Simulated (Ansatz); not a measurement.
Rows from a G0W0 calculation on Bi2Te3 (Tellurobismuthite) (Ansatz 0.2.0; G0W0 on PBE, plane waves, PAW; 4×4×4 mesh, 328 empty bands, screening to 90 eV), in eV. Spin-orbit coupling is left out.

```tsv
row	Σx	Σc	Vxc	Z
A	-10.04	-2.79	-12.84	0.77
B	-14.61	0.11	-14.34	0.75
C	-15.33	1.17	-13.88	0.74
D	-10.03	-2.86	-12.88	0.76
```

Which rows are filled states and which are empty ones, and how can one tell?

Filled: B and C. Empty: A and D. The sign of Σc tells: for a filled state bare exchange, which holds its interaction with itself, lies below Vxc (Σx − Vxc is -0.3 eV or lower here) and screening gives part back as a positive Σc. For an empty state Σx lies above Vxc (+2.8 eV or more) and the Coulomb hole leaves Σc negative.

[Paths, hosts, dates, memory and timing lines, banners, echoed tables and standing remarks are left out of the program output.]

[Logs are printed without paths, hosts, clocks, repeated set-up lines and the standing remarks that a program may print on its own settings, such as how far it seeks lower states.]

[Runs of the session that timed out or met a known fault of the program may be left out.]

[Cells called generated may have been cut or substituted from an entry of the Crystallography Open Database or the Materials Project.]

[Hosts, paths, dates, database ids (printed as entryN), source tags and the programs' standing remarks are cut or masked in the printed files.]
